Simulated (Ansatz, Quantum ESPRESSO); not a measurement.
# Dysprosium (P6_3/mmc): zone-centre phonons, part 2 of 2

Wanted: the vibrations of Dysprosium (P6_3/mmc) at Γ, by two programs.

Quantum ESPRESSO 7.5; DFT PBE, scalar-relativistic, plane waves, PseudoDojo norm-conserving, 4f in core pseudopotentials.

So far. Step 2 (A first look): No gap opens on this mesh, so smearing is kept; the start stands at -0.0063 GPa. Step 4 (Self-consistent run for the response): The cell stands at -0.12 GPa, close enough for phonons. The relaxed cell has a = 3.597, c = 5.615 Å (conventional setting).

### 5. Linear response at Γ

At q = 0 one unit cell holds all displacements; symmetry groups them into irreducible representations that are solved one by one. With smeared occupations no response to a homogeneous field can be asked.

File ph.in:

```
phonons
&inputph
   prefix = 'x'
   outdir = './tmp'
   fildyn = 'g.dyn'
   tr2_ph = 1.0d-18
   alpha_mix(1) = 0.4
   nmix_ph = 8
/
0.000000000000 0.000000000000 0.000000000000
```

Launch:

```console
$ OMP_NUM_THREADS=1 mpirun -n 2 ph.x -nk 2 -in ph.in > ph.out
```

Numbers of over 12 decimals in the logs are rounded to 6 here.

The program printed:

```text
[banners, grids, parts of the stress and lines that vanish by symmetry left out]
[banner, memory and clock lines left out]
Program PHONON v.7.5

     ./tmp/x.save/

     IMPORTANT: XC functional enforced from input :
     Exchange-correlation= PBE
                           (   1   4   3   4   0   0   0)
     Any further DFT definition will be discarded
     Please, verify this is what you really want

     G-vector sticks info

     Reading collected, re-writing distributed wavefunctions in ./tmp/

     Number and degeneracy of irreps per q-point
       N         xq(1)         xq(2)         xq(3)   N irreps
       1   0.000000000   0.000000000   0.000000000       4
        1   2   1   2

     Calculation of q =    0.0000000   0.0000000   0.0000000

     phonons

     bravais-lattice index     =            4
     lattice parameter (alat)  =       6.7976  a.u.
     unit-cell volume          =     424.6400 (a.u.)^3
     number of atoms/cell      =            2
     number of atomic types    =            1
     kinetic-energy cut-off    =      46.0000  Ry
     charge density cut-off    =     184.0000  Ry
     convergence threshold     =      1.0E-18
     beta                      =       0.4000
     number of iterations used =            8
     Exchange-correlation= PBE
                           (   1   4   3   4   0   0   0)

     celldm(1)=    6.79763  celldm(2)=    0.00000  celldm(3)=    1.56105
     celldm(4)=    0.00000  celldm(5)=    0.00000  celldm(6)=    0.00000

     crystal axes: (cart. coord. in units of alat)
               a(1) = (  1.0000  0.0000  0.0000 )
               a(2) = ( -0.5000  0.8660  0.0000 )
               a(3) = (  0.0000  0.0000  1.5611 )

     reciprocal axes: (cart. coord. in units 2 pi/alat)
               b(1) = (  1.0000  0.5774 -0.0000 )
               b(2) = (  0.0000  1.1547  0.0000 )
               b(3) = (  0.0000 -0.0000  0.6406 )

     Atoms inside the unit cell:

     Cartesian axes

     site n.  atom      mass           positions (alat units)
        1  Dy    162.5000   tau(    1) = (   -0.00000    0.57735    0.39026  )
        2  Dy    162.5000   tau(    2) = (    0.50000    0.28868    1.17079  )

     Computing dynamical matrix for
                    q = (   0.0000000   0.0000000   0.0000000 )

     25 Sym.Ops. (with q -> -q+G )

     G cutoff =  215.3642  (  17883 G-vectors)     FFT grid: ( 30, 30, 48)

     number of k points=    76  Marzari-Vanderbilt smearing, width (Ry)=  0.0200
                       cart. coord. in units 2pi/alat
        k(    1) = (   0.0000000   0.0000000   0.0000000), wk =   0.0023148
        k(    2) = (   0.0000000   0.0000000   0.1067657), wk =   0.0046296
        k(    3) = (   0.0000000   0.0000000   0.2135313), wk =   0.0046296
        [... further k-points left out ...]

     PseudoPot. # 1 for Dy read from file:
     ./pseudo/Dy.upf
     Pseudo is Norm-conserving + core correction, Zval = 11.0
     Using radial grid of 1828 points,  7 beta functions with:
                l(1) =   0
                l(2) =   0
                l(3) =   1
                l(4) =   1
                l(5) =   2
                l(6) =   2
                l(7) =   3

     Mode symmetry, D_6h(6/mmm) point group:

     Atomic displacements:
     There are    4 irreducible representations

     Representation     1      1 modes -  To be done

     Representation     2      2 modes -  To be done

     Representation     3      1 modes -  To be done

     Representation     4      2 modes -  To be done

     Alpha used in Ewald sum =   1.8000

     Representation #   1 mode #   1

     Self-consistent Calculation
      iter #   1   av.it.:   6.6
      thresh= 1.000E-02 alpha_mix =  0.400 |ddv_scf|^2 =  3.227E-04
      iter #   2   av.it.:   8.4
      thresh= 1.796E-03 alpha_mix =  0.400 |ddv_scf|^2 =  2.377E-04
      iter #   3   av.it.:   7.7
      thresh= 1.542E-03 alpha_mix =  0.400 |ddv_scf|^2 =  4.458E-08
      iter #   4   av.it.:   9.2
      thresh= 2.111E-05 alpha_mix =  0.400 |ddv_scf|^2 =  3.763E-09
      iter #   5   av.it.:   8.9
      thresh= 6.134E-06 alpha_mix =  0.400 |ddv_scf|^2 =  2.498E-10
      iter #   6   av.it.:   9.4
      thresh= 1.581E-06 alpha_mix =  0.400 |ddv_scf|^2 =  3.784E-12
      iter #   7   av.it.:   8.9
      thresh= 1.945E-07 alpha_mix =  0.400 |ddv_scf|^2 =  6.638E-14
      iter #   8   av.it.:   8.9
      thresh= 2.576E-08 alpha_mix =  0.400 |ddv_scf|^2 =  8.268E-15
      iter #   9   av.it.:   9.2
      thresh= 9.093E-09 alpha_mix =  0.400 |ddv_scf|^2 =  1.092E-17
      iter #  10   av.it.:   8.7
      thresh= 3.305E-10 alpha_mix =  0.400 |ddv_scf|^2 =  2.492E-18
      iter #  11   av.it.:   9.0
      thresh= 1.579E-10 alpha_mix =  0.400 |ddv_scf|^2 =  9.632E-21

     End of self-consistent calculation

     Convergence has been achieved

     Representation #   2 modes #   2   3

     Self-consistent Calculation
      iter #   1   av.it.:   5.7
      thresh= 1.000E-02 alpha_mix =  0.400 |ddv_scf|^2 =  1.314E-06
      iter #   2   av.it.:   9.3
      thresh= 1.146E-04 alpha_mix =  0.400 |ddv_scf|^2 =  1.185E-07
      iter #   3   av.it.:   9.6
      thresh= 3.442E-05 alpha_mix =  0.400 |ddv_scf|^2 =  2.230E-09
[...]
End of self-consistent calculation

     Convergence has been achieved

     Representation #   3 mode #   4

     Self-consistent Calculation
[...]
End of self-consistent calculation

     Convergence has been achieved

     Representation #   4 modes #   5   6

     Self-consistent Calculation
[...]
iter #   4   av.it.:  10.3
      thresh= 4.634E-06 alpha_mix =  0.400 |ddv_scf|^2 =  1.046E-11
      iter #   5   av.it.:   9.5
      thresh= 3.234E-07 alpha_mix =  0.400 |ddv_scf|^2 =  2.561E-12
      iter #   6   av.it.:   9.7
      thresh= 1.600E-07 alpha_mix =  0.400 |ddv_scf|^2 =  1.013E-13
      iter #   7   av.it.:  10.4
      thresh= 3.184E-08 alpha_mix =  0.400 |ddv_scf|^2 =  1.080E-15
      iter #   8   av.it.:  10.2
      thresh= 3.287E-09 alpha_mix =  0.400 |ddv_scf|^2 =  3.945E-17
      iter #   9   av.it.:  10.2
      thresh= 6.281E-10 alpha_mix =  0.400 |ddv_scf|^2 =  1.740E-18
      iter #  10   av.it.:  10.1
      thresh= 1.319E-10 alpha_mix =  0.400 |ddv_scf|^2 =  3.902E-21

     End of self-consistent calculation

     Convergence has been achieved

     Number of q in the star =    1
     List of q in the star:
          1   0.000000000   0.000000000   0.000000000

     Diagonalizing the dynamical matrix

     q = (    0.000000000   0.000000000   0.000000000 )

 **************************************************************************
     freq (    1) =       0.009681 [THz] =       0.322937 [cm-1]
     freq (    2) =       0.009681 [THz] =       0.322937 [cm-1]
     freq (    3) =       0.012012 [THz] =       0.400668 [cm-1]
     freq (    4) =       1.975026 [THz] =      65.879771 [cm-1]
     freq (    5) =       1.975026 [THz] =      65.879771 [cm-1]
     freq (    6) =       3.342125 [THz] =     111.481293 [cm-1]
 **************************************************************************

     Mode symmetry, D_6h(6/mmm) point group:

     freq (   1-   2) =          0.3  [cm-1]   --> E_1u            I
     freq (   3-   3) =          0.4  [cm-1]   --> A_2u            I
     freq (   4-   5) =         65.9  [cm-1]   --> E_2g            R
     freq (   6-   6) =        111.5  [cm-1]   --> B_1g
```

Elapsed: 5 min, on 2 MPI ranks of Arm Neoverse V1, shared host; 10 min of CPU time.

Numbers from this step:

* largest acoustic frequency at the zone centre before the sum rule: 0.4 cm⁻¹
* highest optical zone-centre mode (no LO-TO term): 111.5 cm⁻¹
* lowest optical zone-centre mode: 65.88 cm⁻¹

The acoustic modes at Γ come out as far as 0.4 cm⁻¹ from zero, where they should vanish, a small numerical error.

### 6. Zone-centre analysis

A rigid shift of the crystal must cost nothing, but grids and finite bases break this; the acoustic sum rule is imposed before the matrix is diagonalised again.

File dynmat.in:

```
&input
   fildyn = 'g.dyn'
   asr = 'crystal'
   fileig = 'dynmat.eig'
/
```

Launch:

```console
$ dynmat.x -in dynmat.in > dynmat.out
```

The program printed:

```text
[banner, memory and clock lines left out]
Program DYNMAT v.7.5

     Reading Dynamical Matrix from file g.dyn
     ...Force constants read
     ...epsilon and Z* not read (not found on file)
     Acoustic Sum Rule: || Z*(ASR) - Z*(orig)|| =    0.000000E+00
     Acoustic Sum Rule: ||dyn(ASR) - dyn(orig)||=    2.692322E-06
     A direction for q was not specified:TO-LO splitting will be absent

     Polarizability (A^3 units)
     multiply by 1.000000 for Clausius-Mossotti correction
         0.000000    0.000000    0.000000
         0.000000    0.000000    0.000000
         0.000000    0.000000    0.000000

     IR activities are in (D/A)^2/amu units

# mode   [cm-1]    [THz]      IR
    1      0.00    0.0000    0.0000
    2      0.00    0.0000    0.0000
    3      0.00    0.0000    0.0000
    4     65.88    1.9750    0.0000
    5     65.88    1.9750    0.0000
    6    111.48    3.3421    0.0000
```

Run time: 0.46 s. Hardware: 1 thread.

Unit eigenvectors of the mass-weighted matrix after the sum rule; no LO-TO term. Modes at Γ:

```tsv
mode	frequency (cm⁻¹)	symmetry
1	0.0	acoustic
2	0.0	acoustic
3	0.0	acoustic
4	65.9	E2g
5	65.9	E2g
6	111.5	B1g
```

Displacements in mode 4 (65.9 cm⁻¹), the largest set to 1:
```
Dy1 -0.37  1.00  0.00
Dy2  0.37 -1.00  0.00
```

Displacements in mode 6 (111.5 cm⁻¹), the largest set to 1:
```
Dy1  0.00  0.00  1.00
Dy2  0.00  0.00 -1.00
```

The rule moves no optical mode by more than 0.1 cm⁻¹.

### 7. Sum rules set otherwise (asr no)

Without the rule the raw error of the acoustic modes shows.

File dynmat.in:

```
&input
   fildyn = 'g.dyn'
   asr = 'no'
   fileig = 'dynmat.eig'
/
```

Launch:

```console
$ dynmat.x -in dynmat.in > dynmat.out
```

The program printed:

```text
[banner, memory and clock lines left out]
Program DYNMAT v.7.5

     Reading Dynamical Matrix from file g.dyn
     ...Force constants read
     ...epsilon and Z* not read (not found on file)
     A direction for q was not specified:TO-LO splitting will be absent

     Polarizability (A^3 units)
     multiply by 1.000000 for Clausius-Mossotti correction
         0.000000    0.000000    0.000000
         0.000000    0.000000    0.000000
         0.000000    0.000000    0.000000

     IR activities are in (D/A)^2/amu units

# mode   [cm-1]    [THz]      IR
    1      0.32    0.0097    0.0000
    2      0.32    0.0097    0.0000
    3      0.40    0.0120    0.0000
    4     65.88    1.9750    0.0000
    5     65.88    1.9750    0.0000
    6    111.48    3.3421    0.0000
```

Wall time 0.45 s (1 thread).

Zone-centre frequencies as printed; negative means imaginary. Modes:

```tsv
mode	frequency (cm⁻¹)
1	0.32
2	0.32
3	0.4
4	65.88
5	65.88
6	111.5
```

Against the first rule no mode moves by more than 0.5 cm⁻¹.

### 8. Sum rules set otherwise: a sum rule for molecules or wires on a crystal

This rule also removes rotations, which suits molecules and not a crystal; it is tried to see the harm.

File dynmat.in:

```
&input
   fildyn = 'g.dyn'
   asr = 'zero-dim'
   fileig = 'dynmat.eig'
/
```

Launch:

```console
$ dynmat.x -in dynmat.in > dynmat.out
```

The program printed:

```text
[banner, memory and clock lines left out]
Program DYNMAT v.7.5

     Reading Dynamical Matrix from file g.dyn
     ...Force constants read
     ...epsilon and Z* not read (not found on file)
     Acoustic Sum Rule: || Z*(ASR) - Z*(orig)|| =    0.000000E+00
     Acoustic Sum Rule: ||dyn(ASR) - dyn(orig)||=    1.233527E-01
     A direction for q was not specified:TO-LO splitting will be absent

     Polarizability (A^3 units)
     multiply by 1.000000 for Clausius-Mossotti correction
         0.000000    0.000000    0.000000
         0.000000    0.000000    0.000000
         0.000000    0.000000    0.000000

     IR activities are in (D/A)^2/amu units

# mode   [cm-1]    [THz]      IR
    1     -0.00   -0.0000    0.0000
    2     -0.00   -0.0000    0.0000
    3     -0.00   -0.0000    0.0000
    4      0.00    0.0000    0.0000
    5      0.00    0.0000    0.0000
    6     97.82    2.9324    0.0000
```

Elapsed: 0.45 s, on 1 thread.

The program raised no error, yet the settings are not those of a careful run.

The fault: a sum rule for molecules or wires on a crystal; 2 optical modes are projected out to zero frequency, as if they were rotations.

For a crystal the rule has to be 'simple' or 'crystal'.

Zone-centre frequencies as printed; negative means imaginary. Modes:

```tsv
mode	frequency (cm⁻¹)
1	0
2	0
3	0
4	0
5	0
6	97.82
```

### 9. The same in Ansatz

The same cell goes through another code at the same cutoff. The potentials differ. Its k mesh is centred on Γ.

This step: DFT PBE, scalar-relativistic, plane waves, norm-conserving pseudopotentials, 4f in core (Ansatz 0.2.0).

File input.yaml:

```yaml
crystal:
  lattice:
    - [3.5971524032, 0.0, 0.0]
    - [-1.7985762025, 3.115225362, 0.0]
    - [0.0, 0.0, 5.6153385178]
  atoms:
    - { symbol: Dy, position: [0.3333333333, 0.6666666667, 0.25] }
    - { symbol: Dy, position: [0.6666666667, 0.3333333333, 0.75] }
kpoints:
  mp_grid: { grid: [12, 12, 6] }
hamiltonian:
  xc: pbe
  pseudopotentials:
    kind: nc
    azcp: { Dy: "pseudopotentials/pbe/nc/lanthanide_3plus/Dy.nc.azcp" }
    accuracy: standard
scf:
  occupations: { method: cold, width: 0.27211 }
output:
  eigenvalues: true
basis:
  ecutwfc: 625.862
phonons:
  method: dfpt
```

Launch:

```console
$ ansatz run input.yaml --threads 2 --pin off --max-ram 4096MiB --backend cpu --events-out ev --progress --plain --runs-dir out
```

The program printed:

```text
zone centre: on kpoints.mp_grid the ground state, and the responses unless they are solved on pairs of k-points, stand on 172 of the mesh's 864 k-points, reduced under 4 symmetry operations, with k and −k counted as one. Each operation leaves every solved displacement unchanged or reverses it
Engine: ansatz 0.2.0, aarch64-unknown-linux-gnu
Pseudopotentials: kind: nc
Pseudopotential: Dy, nc, valence charge 11, recommended cutoff 625.861884 eV (normal), <dir>
Functional definition: PBE
  parameter kappa = 0.804
  parameter beta = 0.066725
  exchange = pbe_x(kappa = kappa, mu = beta*pi^2/3)
  correlation = pbe_c(beta = beta)
Crystal: 2 atoms, lattice volume = 62.925 Å³
Basis set: ecut = 625.862 eV, 2273 PW (Γ), exchange–correlation on 60×60×96 points (8 copies of the dense FFT grid, shifted against one another)
Bands: 15, of which v1, the nominal top of the filled ones, is band 11 counted from 1 (10 counted from 0)
Symmetry: 24 space group operations
k-points: 172 of 864 (irreducible under 4 space group operations, time reversal used)
Non-local potential: Dy, projectors of the file, l = 0: 2, l = 1: 2, l = 2: 2, l = 3: 1
Initial density: superposition of atomic densities (chi_scale 0.1, normalization cell)
Initial wavefunctions: pseudopotential atomic-orbital guess
Functional: x = pbe(κ = 0.804, μ = 0.219515), c = pbe(β = 0.066725)
SCF iter   1: F=—  HF=-2362.317467 eV  |F-HF|=—  |Δ(HF+E_count)|=         —  Δρ=1.19e-2  dr2=1.29e-1  ethr=3.10e-3  ⟨swp⟩=5.6  Hψ=12491  notcnv=0
preconditioner: auto → Kerker (q_TF=auto, 2.290 Å⁻¹)  [metal: Δε(μ)=0.033 eV  Ē_g=2.821 eV  σ=0.272 eV  W_gap=0.08  n_scr=10 (ndim 8)  ℏωp=11.5 eV  f_vac=0.000  D(μ)=3.48/eV (n_scr^D=34)]
SCF iter   2: F=—  HF=-2362.298022 eV  |F-HF|=—  |Δ(HF+E_count)|=   1.94e-2  S|Δr|=    0.00e0  Δρ=7.89e-3  dr2=5.74e-2  ethr=5.88e-4  ⟨swp⟩=2.0  Hψ=5733  notcnv=0
SCF iter   3: F=—  HF=-2362.288336 eV  |F-HF|=—  |Δ(HF+E_count)|=   9.69e-3  S|Δr|=    0.00e0  Δρ=1.38e-3  dr2=7.39e-4  ethr=2.61e-4  ⟨swp⟩=2.7  Hψ=5199  notcnv=0
SCF iter   4: F=—  HF=-2362.288012 eV  |F-HF|=—  |Δ(HF+E_count)|=   3.24e-4  S|Δr|=    0.00e0  Δρ=3.88e-4  dr2=9.31e-5  ethr=3.36e-6  ⟨swp⟩=3.0  Hψ=5678  notcnv=0
SCF iter   5: F=—  HF=-2362.287968 eV  |F-HF|=—  |Δ(HF+E_count)|=   4.37e-5  S|Δr|=    0.00e0  Δρ=5.85e-5  dr2=1.75e-6  ethr=4.23e-7  ⟨swp⟩=3.4  Hψ=5968  notcnv=0
SCF iter   6: F=—  HF=-2362.287967 eV  |F-HF|=—  |Δ(HF+E_count)|=   4.50e-7  S|Δr|=    0.00e0  Δρ=5.61e-6  dr2=1.93e-8  ethr=7.97e-9  ⟨swp⟩=3.1  Hψ=5571  notcnv=0
SCF iter   7: F=—  HF=-2362.287967 eV  |F-HF|=—  |Δ(HF+E_count)|=  4.00e-10  S|Δr|=    0.00e0  Δρ=7.87e-7  dr2=4.15e-10  ethr=8.77e-11  ⟨swp⟩=3.1  Hψ=5015  notcnv=0
SCF iter   8: F=—  HF=-2362.287967 eV  |F-HF|=—  |Δ(HF+E_count)|=  1.55e-10  S|Δr|=    0.00e0  Δρ=1.78e-7  dr2=1.95e-11  ethr=1.88e-12  ⟨swp⟩=3.3  Hψ=5474  notcnv=0
SCF iter   9: F=-2362.287967 eV  HF=-2362.287967 eV  |F-HF|=4.55e-13  |Δ(HF+E_count)|=  1.00e-10  S|Δr|=    0.00e0  Δρ=2.36e-8  dr2=3.81e-13  ethr=1.00e-12  ⟨swp⟩=11.8  Hψ=18113  notcnv=0
SCF 1 converged in 9 iterations: F = -2362.287967 eV  dr2 = 3.81e-13
DFPT response loops at Γ: preconditioner auto → Kerker (q_TF=auto, 2.290 Å⁻¹) (partly filled bands, converged f_vac=0.000); β = 1.00, the filter's whole step (`scf.mixing.beta` (0.50) is not read by the response loops under this deck's `scf.mixing.preconditioner`; to damp them name `kerker` or `kerker_dos`, under which they read `scf.mixing.beta`, and type it under 1.00, their step now; both keys bind the ground state too); Broyden in place of MSR1
SCF converged after 9 iterations
Stability not checked: this state was not tested for a lower state beside it, because cold or Methfessel-Paxton smearing, or corrected tetrahedra, fill the levels in a way that the test cannot read (fill_not_monotonic; see scf.lower_state_search)
Free energy (F): -2362.287967 eV
Harris-Foulkes:  -2362.287967 eV  (|F-HF|=4.55e-13)
Internal energy: -2362.272402 eV  (E = F + TS)
E sigma→0 (E₀):  -2362.282779 eV
Entropy (-TS):   -0.015566 eV (-7.783 meV/atom)
Fermi energy:    10.321020 eV
--- Per-component energies (eV) ---
  E_band       = -249.970540
  E_kinetic    = 574.793677
  E_local      = -1121.238538  (includes V_loc(G=0)·N_el)
  E_nonlocal   = 47.641025
  E_hartree    = 324.660934
  E_xc         = -594.568160
  E_vxc        = -400.488569  (∫ρ·V_xc dr)
  E_ewald      = -1593.561339
  E_smearing   = -0.015566  (= −TS)
  E_closure    = 0.000000  (closes the sum)
  Σ components = -2362.287967   (vs F -2362.287967, Δ=0.00e0)
--- Band table (eV; the first three rows and the last of 172) ---
  k-point 0: bands = [... 7 lower, -12.5920, 5.2005, 8.1477, 11.6109, 12.1273, 12.1273, 12.5290, 12.8443]
  k-point 1: bands = [... 7 lower, -12.6458, 5.4072, 8.0383, 11.3681, 12.0160, 12.0160, 12.3289, 12.6638]
  k-point 2: bands = [... 7 lower, -12.6668, 5.9859, 7.5902, 11.1220, 11.8384, 11.9273, 11.9273, 12.3101]
  k-point 171: bands = [... 7 lower, -12.7288, 8.9671, 8.9671, 10.4506, 10.4506, 11.0148, 11.0148, 13.0194]
--- Phonons (Γ-DFPT): 2 representative perturbations + reference, on 172 of 864 k-points (Σ response iterations 6) ---
  k mesh reduced under 4 symmetry operations, with k and −k counted as one. Each operation leaves every solved displacement unchanged or reverses it
  ASR residual: 2.887e-5 → 0.000e0 eV/Å²; symmetrization residual: 2.638e-9 eV/Å²
  ASR residual per site (eV/Å²): 2.89e-5 2.89e-5
  Γ frequencies (cm⁻¹): 0.00 0.00 0.00 65.63 65.63 110.74
  non-analytic LO–TO correction: not included (Born effective charges unavailable; polar crystals: no LO–TO splitting at Γ)
```

Run time: 44 s. Hardware: 2 threads; peak memory 0.96 GiB.

This step gave:

```yaml
sum_rule_residual_before_enforcement: 2.89e-5 eV/Å²
highest_optical_zone_centre_mode_no_lo_to_term: 110.7 cm⁻¹
lowest_optical_zone_centre_mode: 65.63 cm⁻¹
```

### 10. The two compared: QE PseudoDojo and Ansatz, PseudoDojo

Numbers from this step:

```yaml
root_mean_square_difference: 0.47 cm⁻¹
largest_difference: 0.74 cm⁻¹
```

Frequencies side by side, by row:

```tsv
q (reciprocal lattice)	mode	QE PseudoDojo (cm⁻¹)	Ansatz, PseudoDojo (cm⁻¹)
0 0 0	1	0	0
0 0 0	2	0	0
0 0 0	3	0	0
0 0 0	4	65.88	65.63
0 0 0	5	65.88	65.63
0 0 0	6	111.5	110.7
```

At the zone centre the largest difference (acoustic modes at Γ apart) is 0.7 % of the highest mode.

### 11. Results

```yaml
space_group_after_relaxation: P6_3/mmc
volume_per_atom: 31.5 Å³
highest_optical_zone_centre_mode_no_lo_to_term: 111.5 cm⁻¹
lowest_optical_zone_centre_mode: 65.9 cm⁻¹
imaginary_optical_modes_at_the_zone_centre_no_q_mesh_in_this_session: none
largest_difference_from_ansatz_pseudodojo: 0.74 cm⁻¹
```

What this shows: At the PBE level the optical modes of Dysprosium (P6_3/mmc) at the zone centre run from 66 to 111 cm⁻¹. QE PseudoDojo and Ansatz, PseudoDojo agree to 0.74 cm⁻¹ (0.7 % of the highest mode compared) on all solved modes but the acoustic ones at Γ. These are harmonic frequencies at zero temperature: anharmonic shifts and linewidths and thermal expansion are left out. Spin-orbit coupling is left out, which can matter for the heavy elements here. In a metal the frequencies hang on the k mesh and the smearing, most of all near Kohn anomalies. The 4f electrons are frozen in the core as for a trivalent ion, so their moments and any magnetic order are left out.

[Host names and launcher messages were left out of these logs when they were recorded.]

[Logs are printed without paths, hosts, clocks, repeated set-up lines and the standing remarks that a program may print on its own settings, such as how far it seeks lower states.]

[Hosts, paths, dates, database ids (printed as entryN), source tags and the programs' standing remarks are cut or masked in the printed files.]
